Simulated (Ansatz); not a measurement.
# Be3N2 (P6_3/mmc): the host for defect calculations

Aim: the runs on the perfect crystal Be3N2 (P6_3/mmc) that a defect calculation needs first.

Main program and level: Ansatz 0.2.0; plane-wave PAW DFT, PBEsol; relaxation of the host's cell and atoms, in the first sound run; inputs show where later runs differ.

This is a report of a sequence of runs, with most program output left out.

## Step 1: Starting point

It takes space group P6_3/mmc (No. 194, hexagonal). The conventional cell has a = 2.842 Å, b = 2.842 Å, c = 9.747 Å, α = 90.00°, β = 90.00°, γ = 120.00°. Be has 4 N at 1.67 to 1.81 Å nearest. Nearest to Be lie 3 N at 1.64 Å. N has 6 Be at 1.81 Å nearest. Nearest to N lie 5 Be at 1.64 to 1.67 Å. Farther neighbours and most contacts between anions are not listed.

Structure file:

```xyz
10
Lattice="2.8417 0.0000 0.0000 -1.4208 2.4610 0.0000 0.0000 0.0000 9.7468" Properties=species:S:1:pos:R:3 pbc="T T T"
Be    0.0000    1.6406    0.7650
Be    1.4208    0.8203    5.6384
Be    1.4208    0.8203    8.9819
Be    0.0000    1.6406    4.1084
Be    0.0000    0.0000    2.4367
Be    0.0000    0.0000    7.3101
N     0.0000    0.0000    0.0000
N     0.0000    0.0000    4.8734
N     0.0000    1.6406    2.4367
N     1.4208    0.8203    7.3101
```

## Step 2: Host cell relaxation

Lattice and positions are set free, within the symmetry that the program keeps.

Input file cell/input.yaml:

```yaml
crystal:
  lattice:
    - [2.8416792, 0.0, 0.0]
    - [-1.4208396, 2.4609664, 0.0]
    - [0.0, 0.0, 9.746841]
  atoms:
    - { symbol: Be, position: [0.33333333, 0.66666667, 0.07848597] }
    - { symbol: Be, position: [0.66666667, 0.33333333, 0.57848597] }
    - { symbol: Be, position: [0.66666667, 0.33333333, 0.92151403] }
    - { symbol: Be, position: [0.33333333, 0.66666667, 0.42151403] }
    - { symbol: Be, position: [0.0, 0.0, 0.25] }
    - { symbol: Be, position: [0.0, 0.0, 0.75] }
    - { symbol: "N", position: [0.0, 0.0, 0.0] }
    - { symbol: "N", position: [0.0, 0.0, 0.5] }
    - { symbol: "N", position: [0.33333333, 0.66666667, 0.25] }
    - { symbol: "N", position: [0.66666667, 0.33333333, 0.75] }
basis:
  ecutwfc: 420
  xc_grid: 2
hamiltonian:
  xc: pbesol
kpoints:
  mp_grid: { grid: [11, 11, 3] }
scf:
  occupations: { method: fixed }
  max_iter: 100
relax:
  f_tol: 0.005
  max_steps: 60
  cell: {}
output:
  forces: true
  stress: true
checkpoint:
  write: "../cell.run"
  compress: false
  write_wavefunctions: false
  write_every: 100000
```

Command:

```bash
> ansatz run input.yaml --threads 8 --pin off --max-ram 22609MiB --backend cpu --events-out ev --progress --plain --runs-dir out
```

Run time: 2.5 s. Hardware: 8 threads of Arm Neoverse V2, shared host; peak memory 0.43 GiB.

Step by step:

```
step  energy less that of the first step (eV)  largest force component (eV/Å)  pressure (GPa)  volume (Å³)
   1                                   0.0000                          0.0478           -1.45        68.16
   2                                  -0.0027                          0.0034           -0.79        67.94
   3                                  -0.0042                          0.0066            0.09        67.67
   4                                  -0.0041                          0.0016            0.00        67.70
  5*                                  -0.0025                          0.0017           -0.04        67.70
```

Relaxation steps marked * repeat the geometry before them on a plane-wave basis chosen anew for their cell, so energy and pressure can jump there.

The run keeps the 24 symmetry operations that it works with, so distortions that break them were not tested.

```
conventional cell, symmetrised  before  after  change
                         a (Å)   2.842  2.837  -0.2 %
                         b (Å)   2.842  2.837  -0.2 %
                         c (Å)   9.747  9.710  -0.4 %
              volume (Å³/atom)    6.82   6.77  -0.7 %
```

The relaxed structure:

```xyz
10
Lattice="2.8373 0.0000 0.0000 -1.4186 2.4572 0.0000 0.0000 0.0000 9.7101" Properties=species:S:1:pos:R:3 pbc="T T T"
Be    0.0000    1.6381    0.7598
Be    1.4186    0.8191    5.6148
Be    1.4186    0.8191    8.9503
Be    0.0000    1.6381    4.0952
Be    0.0000    0.0000    2.4275
Be    0.0000    0.0000    7.2825
N     0.0000    0.0000    0.0000
N     0.0000    0.0000    4.8550
N     0.0000    1.6381    2.4275
N     1.4186    0.8191    7.2825
```

Numbers from this step:

```yaml
pressure: -0.04063 GPa
```

The relaxation ends with a largest force component of 0.0017 eV/Å and a pressure of -0.04 GPa.

## Step 3: Dielectric tensors of the host

The response to a uniform electric field gives the electronic dielectric tensor.

This step: plane-wave PAW DFPT, PBEsol; dielectric tensors, Born charges and zone-centre modes of the host (Ansatz 0.2.0).

Input file eps/input.yaml:

```yaml
crystal:
  lattice:
    - [2.837294455, 0.0, 0.0]
    - [-1.4186472275, 2.457169076, 0.0]
    - [0.0, 0.0, 9.7100566441]
  atoms:
    - { symbol: Be, position: [0.3333333333, 0.6666666667, 0.0782469582] }
    - { symbol: Be, position: [0.6666666667, 0.3333333333, 0.5782469582] }
    - { symbol: Be, position: [0.6666666667, 0.3333333333, 0.9217530418] }
    - { symbol: Be, position: [0.3333333333, 0.6666666667, 0.4217530418] }
    - { symbol: Be, position: [0.0, 0.0, 0.25] }
    - { symbol: Be, position: [0.0, 0.0, 0.75] }
    - { symbol: "N", position: [0.0, 0.0, 0.0] }
    - { symbol: "N", position: [0.0, 0.0, 0.5] }
    - { symbol: "N", position: [0.3333333333, 0.6666666667, 0.25] }
    - { symbol: "N", position: [0.6666666667, 0.3333333333, 0.75] }
basis:
  ecutwfc: 420
hamiltonian:
  xc: pbesol
kpoints:
  mp_grid: { grid: [10, 10, 3] }
scf:
  occupations: { method: fixed }
  max_iter: 100
phonons:
  method: dfpt
  dielectric: true
  rigid_motions: translations
```

Run time: 34 s. Hardware: 8 threads; peak memory 0.95 GiB.

Electronic dielectric tensor:

```
4.54 0.00 0.00
0.00 4.54 0.00
0.00 0.00 5.47
```

Static dielectric tensor:

```
11.71  0.00  0.00
 0.00 11.71  0.00
 0.00  0.00 32.82
```

The principal values of the electronic dielectric tensor are 4.54, 4.54 and 5.47. The principal values of the static dielectric tensor are 11.71, 11.71 and 32.82.

## Step 4: Primitive cell on a dense mesh

A dense mesh gives the host's converged energy, against which the supercell's sampling is tested.

This step: plane-wave PAW DFT, PBEsol; single point of the host's primitive cell on a dense mesh (Ansatz 0.2.0).

dense/input.yaml, as its differences from eps/input.yaml of step 3:

```diff
@@ -18,2 +18,3 @@
   ecutwfc: 420
+  xc_grid: 2
 hamiltonian:
@@ -21,9 +22,5 @@
 kpoints:
-  mp_grid: { grid: [10, 10, 3] }
+  mp_grid: { grid: [11, 11, 3] }
 scf:
-  occupations: { method: fixed }
-  max_iter: 100
-phonons:
-  method: dfpt
-  dielectric: true
-  rigid_motions: translations
+  occupations: { method: fermi_dirac, width: 0.01 }
+  max_iter: 80
```

Elapsed: 0.55 s, on 8 threads; peak memory 0.4 GiB; 3 s of CPU time.

## Step 5: Self-consistent run

This step: plane-wave PAW DFT, PBEsol; single point of the defect-free supercell, a test of its k-points (Ansatz 0.2.0).

System of this step: Be3N2 (P6_3/mmc). The cell holds 120 atoms: 72 Be and 48 N. Cell: a = 9.829 Å, b = 9.829 Å, c = 9.710 Å, α = 90.0°, β = 90.0°, γ = 120.0°.

Input file pristine.sampling/input.yaml:

```yaml
crystal:
  lattice:
    - [8.5118833649, 4.9143381521, 0.0]
    - [-8.5118833649, 4.9143381521, 0.0]
    - [0.0, 0.0, 9.7100566441]
  atoms:
    - { symbol: Be, position: [0.0, 0.3333333334, 0.0782469582] }
    - { symbol: Be, position: [0.1666666666, 0.1666666666, 0.0782469582] }
    - { symbol: Be, position: [0.3333333334, 0.0, 0.0782469582] }
    - { symbol: Be, position: [0.0, 0.1666666666, 0.5782469582] }
    - { symbol: Be, position: [0.1666666666, 0.0, 0.5782469582] }
    - { symbol: Be, position: [0.3333333334, 0.3333333334, 0.5782469582] }
    - { symbol: Be, position: [0.0, 0.1666666666, 0.9217530418] }
    - { symbol: Be, position: [0.1666666666, 0.0, 0.9217530418] }
    - { symbol: Be, position: [0.3333333334, 0.3333333334, 0.9217530418] }
    - { symbol: Be, position: [0.0, 0.3333333334, 0.4217530418] }
    - { symbol: Be, position: [0.1666666666, 0.1666666666, 0.4217530418] }
    - { symbol: Be, position: [0.3333333334, 0.0, 0.4217530418] }
    - { symbol: Be, position: [0.0, 0.0, 0.25] }
    - { symbol: Be, position: [0.1666666666, 0.3333333334, 0.25] }
    - { symbol: Be, position: [0.3333333334, 0.1666666666, 0.25] }
    - { symbol: Be, position: [0.0, 0.0, 0.75] }
    - { symbol: Be, position: [0.1666666666, 0.3333333334, 0.75] }
    - { symbol: Be, position: [0.3333333334, 0.1666666666, 0.75] }
    - { symbol: "N", position: [0.0, 0.0, 0.0] }
    - { symbol: "N", position: [0.1666666666, 0.3333333334, 0.0] }
    - { symbol: "N", position: [0.3333333334, 0.1666666666, 0.0] }
    - { symbol: "N", position: [0.0, 0.0, 0.5] }
    - { symbol: "N", position: [0.1666666666, 0.3333333334, 0.5] }
    - { symbol: "N", position: [0.3333333334, 0.1666666666, 0.5] }
    - { symbol: "N", position: [0.0, 0.3333333334, 0.25] }
    - { symbol: "N", position: [0.1666666666, 0.1666666666, 0.25] }
    - { symbol: "N", position: [0.3333333334, 0.0, 0.25] }
    - { symbol: "N", position: [0.0, 0.1666666666, 0.75] }
    - { symbol: "N", position: [0.1666666666, 0.0, 0.75] }
    - { symbol: "N", position: [0.3333333334, 0.3333333334, 0.75] }
    - { symbol: Be, position: [0.0, 0.8333333333, 0.0782469582] }
    - { symbol: Be, position: [0.1666666666, 0.6666666666, 0.0782469582] }
    - { symbol: Be, position: [0.3333333334, 0.5, 0.0782469582] }
    - { symbol: Be, position: [0.0, 0.6666666666, 0.5782469582] }
    - { symbol: Be, position: [0.1666666666, 0.5, 0.5782469582] }
    - { symbol: Be, position: [0.3333333334, 0.8333333333, 0.5782469582] }
    - { symbol: Be, position: [0.0, 0.6666666666, 0.9217530418] }
    - { symbol: Be, position: [0.1666666666, 0.5, 0.9217530418] }
    - { symbol: Be, position: [0.3333333334, 0.8333333333, 0.9217530418] }
    - { symbol: Be, position: [0.0, 0.8333333333, 0.4217530418] }
    - { symbol: Be, position: [0.1666666666, 0.6666666666, 0.4217530418] }
    - { symbol: Be, position: [0.3333333334, 0.5, 0.4217530418] }
    - { symbol: Be, position: [0.0, 0.5, 0.25] }
    - { symbol: Be, position: [0.1666666666, 0.8333333333, 0.25] }
    - { symbol: Be, position: [0.3333333334, 0.6666666666, 0.25] }
    - { symbol: Be, position: [0.0, 0.5, 0.75] }
    - { symbol: Be, position: [0.1666666666, 0.8333333333, 0.75] }
    - { symbol: Be, position: [0.3333333334, 0.6666666666, 0.75] }
    - { symbol: "N", position: [0.0, 0.5, 0.0] }
    - { symbol: "N", position: [0.1666666666, 0.8333333333, 0.0] }
    - { symbol: "N", position: [0.3333333334, 0.6666666666, 0.0] }
    - { symbol: "N", position: [0.0, 0.5, 0.5] }
    - { symbol: "N", position: [0.1666666666, 0.8333333333, 0.5] }
    - { symbol: "N", position: [0.3333333334, 0.6666666666, 0.5] }
    - { symbol: "N", position: [0.0, 0.8333333333, 0.25] }
    - { symbol: "N", position: [0.1666666666, 0.6666666666, 0.25] }
    - { symbol: "N", position: [0.3333333334, 0.5, 0.25] }
    - { symbol: "N", position: [0.0, 0.6666666666, 0.75] }
    - { symbol: "N", position: [0.1666666666, 0.5, 0.75] }
    - { symbol: "N", position: [0.3333333334, 0.8333333333, 0.75] }
    - { symbol: Be, position: [0.5, 0.3333333334, 0.0782469582] }
    - { symbol: Be, position: [0.6666666666, 0.1666666666, 0.0782469582] }
    - { symbol: Be, position: [0.8333333333, 0.0, 0.0782469582] }
    - { symbol: Be, position: [0.5, 0.1666666666, 0.5782469582] }
    - { symbol: Be, position: [0.6666666666, 0.0, 0.5782469582] }
    - { symbol: Be, position: [0.8333333333, 0.3333333334, 0.5782469582] }
    - { symbol: Be, position: [0.5, 0.1666666666, 0.9217530418] }
    - { symbol: Be, position: [0.6666666666, 0.0, 0.9217530418] }
    - { symbol: Be, position: [0.8333333333, 0.3333333334, 0.9217530418] }
    - { symbol: Be, position: [0.5, 0.3333333334, 0.4217530418] }
    - { symbol: Be, position: [0.6666666666, 0.1666666666, 0.4217530418] }
    - { symbol: Be, position: [0.8333333333, 0.0, 0.4217530418] }
    - { symbol: Be, position: [0.5, 0.0, 0.25] }
    - { symbol: Be, position: [0.6666666666, 0.3333333334, 0.25] }
    - { symbol: Be, position: [0.8333333333, 0.1666666666, 0.25] }
    - { symbol: Be, position: [0.5, 0.0, 0.75] }
    - { symbol: Be, position: [0.6666666666, 0.3333333334, 0.75] }
    - { symbol: Be, position: [0.8333333333, 0.1666666666, 0.75] }
    - { symbol: "N", position: [0.5, 0.0, 0.0] }
    - { symbol: "N", position: [0.6666666666, 0.3333333334, 0.0] }
    - { symbol: "N", position: [0.8333333333, 0.1666666666, 0.0] }
    - { symbol: "N", position: [0.5, 0.0, 0.5] }
    - { symbol: "N", position: [0.6666666666, 0.3333333334, 0.5] }
    - { symbol: "N", position: [0.8333333333, 0.1666666666, 0.5] }
    - { symbol: "N", position: [0.5, 0.3333333334, 0.25] }
    - { symbol: "N", position: [0.6666666666, 0.1666666666, 0.25] }
    - { symbol: "N", position: [0.8333333333, 0.0, 0.25] }
    - { symbol: "N", position: [0.5, 0.1666666666, 0.75] }
    - { symbol: "N", position: [0.6666666666, 0.0, 0.75] }
    - { symbol: "N", position: [0.8333333333, 0.3333333334, 0.75] }
    - { symbol: Be, position: [0.5, 0.8333333333, 0.0782469582] }
    - { symbol: Be, position: [0.6666666666, 0.6666666666, 0.0782469582] }
    - { symbol: Be, position: [0.8333333333, 0.5, 0.0782469582] }
    - { symbol: Be, position: [0.5, 0.6666666666, 0.5782469582] }
    - { symbol: Be, position: [0.6666666666, 0.5, 0.5782469582] }
    - { symbol: Be, position: [0.8333333333, 0.8333333333, 0.5782469582] }
    - { symbol: Be, position: [0.5, 0.6666666666, 0.9217530418] }
    - { symbol: Be, position: [0.6666666666, 0.5, 0.9217530418] }
    - { symbol: Be, position: [0.8333333333, 0.8333333333, 0.9217530418] }
    - { symbol: Be, position: [0.5, 0.8333333333, 0.4217530418] }
    - { symbol: Be, position: [0.6666666666, 0.6666666666, 0.4217530418] }
    - { symbol: Be, position: [0.8333333333, 0.5, 0.4217530418] }
    - { symbol: Be, position: [0.5, 0.5, 0.25] }
    - { symbol: Be, position: [0.6666666666, 0.8333333333, 0.25] }
    - { symbol: Be, position: [0.8333333333, 0.6666666666, 0.25] }
    - { symbol: Be, position: [0.5, 0.5, 0.75] }
    - { symbol: Be, position: [0.6666666666, 0.8333333333, 0.75] }
    - { symbol: Be, position: [0.8333333333, 0.6666666666, 0.75] }
    - { symbol: "N", position: [0.5, 0.5, 0.0] }
    - { symbol: "N", position: [0.6666666666, 0.8333333333, 0.0] }
    - { symbol: "N", position: [0.8333333333, 0.6666666666, 0.0] }
    - { symbol: "N", position: [0.5, 0.5, 0.5] }
    - { symbol: "N", position: [0.6666666666, 0.8333333333, 0.5] }
    - { symbol: "N", position: [0.8333333333, 0.6666666666, 0.5] }
    - { symbol: "N", position: [0.5, 0.8333333333, 0.25] }
    - { symbol: "N", position: [0.6666666666, 0.6666666666, 0.25] }
    - { symbol: "N", position: [0.8333333333, 0.5, 0.25] }
    - { symbol: "N", position: [0.5, 0.6666666666, 0.75] }
    - { symbol: "N", position: [0.6666666666, 0.5, 0.75] }
    - { symbol: "N", position: [0.8333333333, 0.8333333333, 0.75] }
basis:
  ecutwfc: 420
  xc_grid: 2
hamiltonian:
  xc: pbesol
kpoints:
  mp_grid: { grid: [1, 1, 1], shift: [0.25, 0.25, 0.25] }
scf:
  occupations: { method: fermi_dirac, width: 0.01 }
  max_iter: 80
```

The job ended after 2.7 s (8 threads; peak memory 1.7 GiB; 18 s of CPU time).

Numbers from this step:

```yaml
energy_over_dense_mesh: -6.49e-4 eV/atom
```

## Step 6: Defect free supercell relaxed from its symmetric sites

This cell, the one that will hold the defects, is built from the relaxed host. Its coarser k-points can move the atoms a little, so it is relaxed from the symmetric sites, as the reference for the test of stability.

This step: plane-wave PAW DFT, PBEsol; relaxation of the defect-free supercell from its symmetric sites (Ansatz 0.2.0).

pristine.symmetric/input.yaml, as its differences from pristine.sampling/input.yaml of step 5:

```diff
@@ -136 +136,12 @@
   max_iter: 80
+output:
+  forces: true
+relax:
+  f_tol: 0.01
+  max_steps: 60
+  escape_saddle: false
+checkpoint:
+  write: "../pristine.symmetric.run"
+  compress: false
+  write_wavefunctions: false
+  write_every: 100000
```

Elapsed: 6.2 s, on 8 threads; peak memory 1.7 GiB; 42 s of CPU time.

Hardly anything moved in the relaxation; the energy changed by under 0.2 meV an atom.

## Step 7: Defect free supercell relaxed from displaced atoms

This step: plane-wave PAW DFT, PBEsol; relaxation of the defect-free supercell from random displacements, a test of the host's stability (Ansatz 0.2.0).

pristine.rattled/input.yaml, as its differences from pristine.symmetric/input.yaml of step 6:

```diff
@@ -140,6 +140,6 @@
   f_tol: 0.01
-  max_steps: 60
-  escape_saddle: false
+  max_steps: 120
+  random_displacement: { amplitude: 0.08, seed: 7043 }
 checkpoint:
-  write: "../pristine.symmetric.run"
+  write: "../pristine.rattled.run"
   compress: false
```

Run time: 35 s. Hardware: 8 threads; peak memory 1.7 GiB; 4.3 min of CPU time.

The steps of the relaxation:

```
step  energy less that of the first step (eV)  largest force component (eV/Å)
   1                                   0.0000                          3.6786
   2                                  -4.3054                          1.8299
   3                                  -6.3201                          0.0323
   4                                  -6.3201                          0.0321
   5                                  -6.3261                          0.0045
```

The atoms that moved most (Å, from the sites as typed, ahead of the random displacement, the mean shift of all atoms taken out):

```
atom     dx     dy      dz  length
Be76  0.000  0.000  -0.017   0.017
Be73  0.000  0.000  -0.017   0.017
Be13  0.000  0.000  -0.013   0.013
Be15  0.000  0.000   0.013   0.013
Be18  0.000  0.000   0.013   0.013
Be43  0.000  0.001  -0.013   0.013
Be16  0.000  0.000  -0.012   0.012
Be46  0.000  0.000  -0.011   0.011
```

The relaxation ends 53 meV an atom lower than the displaced start, with a largest force component of 0.0045 eV/Å.

## Step 8: Results

| Item | Value |
| --- | --- |
| primitive cell vectors, lengths | 2.837, 2.837, 9.710 Å |
| electronic dielectric constant | principal values (4.54, 4.54, 5.47) |
| static dielectric constant | principal values (11.71, 11.71, 32.82) |
| gap on the k-mesh of the response run (PBEsol) | 3.25 eV |
| supercell relaxed in its symmetry less the displaced and relaxed one | 0.000 eV |
| energy an atom at one point at (¼, ¼, ¼) less that on the dense mesh | -0.001 eV |

What this shows: Step 7: The energy fell by 6.326 eV from the randomly displaced start; against the sites as typed, Be76 ends farthest off, by 0.02 Å, once the mean shift is taken out. The displaced cell ends within 0.01 eV of the symmetric one relaxed in its symmetry, so no lower structure shows in this supercell. The k-mesh can miss the band edges, so this gap is an upper bound at this level. All at zero temperature.

[Logs are printed without paths, hosts, clocks, repeated set-up lines and the standing remarks that a program may print on its own settings, such as how far it seeks lower states.]

[Hosts, paths, dates, database ids (printed as entryN), source tags and the programs' standing remarks are cut or masked in the printed files.]

[Runs of the host that timed out are not shown.]

[For some hosts the program warned that the k-mesh of the response run may be too coarse for force constants and the static dielectric constant; such warnings are not always shown.]
